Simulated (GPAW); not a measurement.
## Magnetic state of CrO2 from several starts

Does CrO2 prefer parallel or opposed moments, or none?

Method: LDA; plane waves with GPAW's PAW setups, scalar-relativistic, in GPAW 26.7.0.

Report form: the programs' logs are mostly left out.

### Step 1. The starting structure

Symmetry: P4_2/mnm, No. 136, tetragonal system. The conventional cell has a = 4.421 Å, b = 4.421 Å, c = 2.917 Å, α = 90.00°, β = 90.00°, γ = 90.00°. Nearest to Cr lie 6 O at 1.88 to 1.92 Å. Nearest to O lie 3 Cr at 1.88 to 1.92 Å. Farther neighbours and most contacts between anions are not listed.

### Step 2. Order 1, typed as ferro ++

The parallel start comes first: it fits the smallest cell, keeps the most symmetry and shows whether parallel moments form.

order1.py reads:

```python
import json
import numpy as np
from ase import Atoms
from ase.parallel import paropen, parprint
from gpaw import GPAW

atoms = Atoms(['Cr', 'Cr', 'O', 'O', 'O', 'O'],
    cell=[[4.421, 0.0, 0.0],
         [0.0, 4.421, 0.0],
         [0.0, 0.0, 2.917]],
    scaled_positions=[[0.0, 0.0, 0.0],
         [0.5, 0.5, 0.5],
         [0.301, 0.301, 0.0],
         [0.199, 0.801, 0.5],
         [0.699, 0.699, 0.0],
         [0.801, 0.199, 0.5]],
    pbc=True,
    magmoms=[3.0, 3.0, 0.0, 0.0, 0.0, 0.0])
atoms.calc = GPAW(mode={'name': 'pw', 'ecut': 700},
    xc='LDA',
    kpts={'size': (8, 8, 8), 'gamma': True},
    occupations={'name': 'fermi-dirac', 'width': 0.02},
    convergence={'density': 1e-05, 'energy': 1e-05},
    maxiter=200,
    symmetry={'tolerance': 1e-4},
    txt='order1.txt')
e = atoms.get_potential_energy(force_consistent=True)
res = {'free_energy': e, 'energy_sigma0': atoms.get_potential_energy(), 'fermi_energy': atoms.calc.get_fermi_level()}
res['moments'] = atoms.get_magnetic_moments().tolist()
res['total'] = atoms.get_magnetic_moment()
parprint('site moments (muB):', np.round(res['moments'], 3))
parprint(f"total moment: {res['total']:.3f} muB")
parprint(f'free energy: {e:.6f} eV')
atoms.calc.write('order1.gpw')
with paropen('results.json', 'w') as f:
    json.dump(res, f)
```

Run with:

```console
$ OMP_NUM_THREADS=1 mpirun -n 4 gpaw python order1.py > order1.log
```

It took 1.9 min on 4 MPI ranks of Arm Neoverse V1, shared host; peak memory 1 GiB; 7.6 min of CPU time.

Spin moment in the augmentation sphere by atom:

```
atom  spin moment in the augmentation sphere (μB)
 Cr1                                         2.00
 Cr2                                         2.00
  O3                                        -0.04
  O4                                        -0.04
  O5                                        -0.04
  O6                                        -0.04
```

Read from the output:

* magnetization: 4.000 μB
* final state: ferromagnetic

After 17 cycles the largest moment stands at 2.00 μB.

### Step 3. Start 2: antiferro +-

Another pattern of signs weighs the neighbour shells otherwise.

order2.py is the script of step 2 with these lines changed:

```diff
@@ -17,3 +17,3 @@
     pbc=True,
-    magmoms=[3.0, 3.0, 0.0, 0.0, 0.0, 0.0])
+    magmoms=[3.0, -3.0, 0.0, 0.0, 0.0, 0.0])
 atoms.calc = GPAW(mode={'name': 'pw', 'ecut': 700},
@@ -25,3 +25,3 @@
     symmetry={'tolerance': 1e-4},
-    txt='order1.txt')
+    txt='order2.txt')
 e = atoms.get_potential_energy(force_consistent=True)
@@ -33,3 +33,3 @@
 parprint(f'free energy: {e:.6f} eV')
-atoms.calc.write('order1.gpw')
+atoms.calc.write('order2.gpw')
 with paropen('results.json', 'w') as f:
```

Run with:

```console
$ OMP_NUM_THREADS=1 mpirun -n 4 gpaw python order2.py > order2.log
```

Elapsed: 2.8 min, on 4 MPI ranks; peak memory 0.97 GiB; 11 min of CPU time.

Spin moment in the augmentation sphere by atom:

```
atom  spin moment in the augmentation sphere (μB)
 Cr1                                         1.66
 Cr2                                        -1.66
  O3                                         0.01
  O4                                        -0.01
  O5                                         0.01
  O6                                        -0.01
```

Numbers from this step:

| Property | Result |
| --- | --- |
| magnetization | 0 μB |
| final state | antiferromagnetic |

It lies 137 meV a seeded atom over the first start, and its largest moment is 1.66 μB against 2.00 μB.

### Step 4. Start 3: no spin polarisation

A run without seeds gives the energy of the state without moments.

nospin.py is the script of step 3 with these lines changed:

```diff
@@ -16,4 +16,3 @@
          [0.801, 0.199, 0.5]],
-    pbc=True,
-    magmoms=[3.0, -3.0, 0.0, 0.0, 0.0, 0.0])
+    pbc=True)
 atoms.calc = GPAW(mode={'name': 'pw', 'ecut': 700},
@@ -25,11 +24,7 @@
     symmetry={'tolerance': 1e-4},
-    txt='order2.txt')
+    txt='nospin.txt')
 e = atoms.get_potential_energy(force_consistent=True)
 res = {'free_energy': e, 'energy_sigma0': atoms.get_potential_energy(), 'fermi_energy': atoms.calc.get_fermi_level()}
-res['moments'] = atoms.get_magnetic_moments().tolist()
-res['total'] = atoms.get_magnetic_moment()
-parprint('site moments (muB):', np.round(res['moments'], 3))
-parprint(f"total moment: {res['total']:.3f} muB")
 parprint(f'free energy: {e:.6f} eV')
-atoms.calc.write('order2.gpw')
+atoms.calc.write('nospin.gpw')
 with paropen('results.json', 'w') as f:
```

Run with:

```console
$ OMP_NUM_THREADS=1 mpirun -n 4 gpaw python nospin.py > nospin.log
```

Run time: 70 s. Hardware: 4 MPI ranks; peak memory 0.83 GiB; 4.7 min of CPU time.

This step gave:

```
final state : non-magnetic (no spin polarisation)
```

It lies 417 meV a seeded atom over the first start.

### Step 5. Energies of the orders

These are free energies at a smearing of 0.02 eV, so its entropy term is in the differences. They are divided by the number of seeded atoms, so that cells of unlike size compare.

Orders:

```
               start        final state  typed order kept  energy over the lowest (meV a seeded atom)  largest site moment (μB)  net moment (μB a primitive cell)  mesh matched  CPU time (s)
            ferro ++      ferromagnetic               yes                                           0                     1.996                                 4           yes         453.8
        antiferro +-  antiferromagnetic               yes                                       136.9                     1.658                                 0           yes         679.9
no spin polarisation       non-magnetic                 -                                       417.2                         0                                 0           yes         281.2
```

### Step 6. Results

| Item | Value |
| --- | --- |
| lowest state found | ferromagnetic (typed ferro ++) |
| largest site moment | 2.00 μB |
| next state | antiferromagnetic, 137 meV a seeded atom higher |
| energy gained by spin polarisation | 417 meV a seeded atom |

In words: The lowest state found is ferromagnetic, reached from the start ferro ++, with moments up to 2.00 μB. The next state costs 137 meV a seeded atom. This is the lowest of 3 finished starts, no proof of the ground state.

[Logs and program files are shortened in this print: banners, set-up blocks, solver, clock and traceback lines can be left out without a mark of their own.]

[Logs are printed without paths, hosts, clocks, repeated set-up lines and the standing remarks that a program may print on its own settings, such as how far it seeks lower states.]

[Hosts, paths, dates, database ids (printed as entryN), source tags and the programs' standing remarks are cut or masked in the printed files.]

[Where a cell is said to come from a database of computed structures, the database is the Materials Project.]
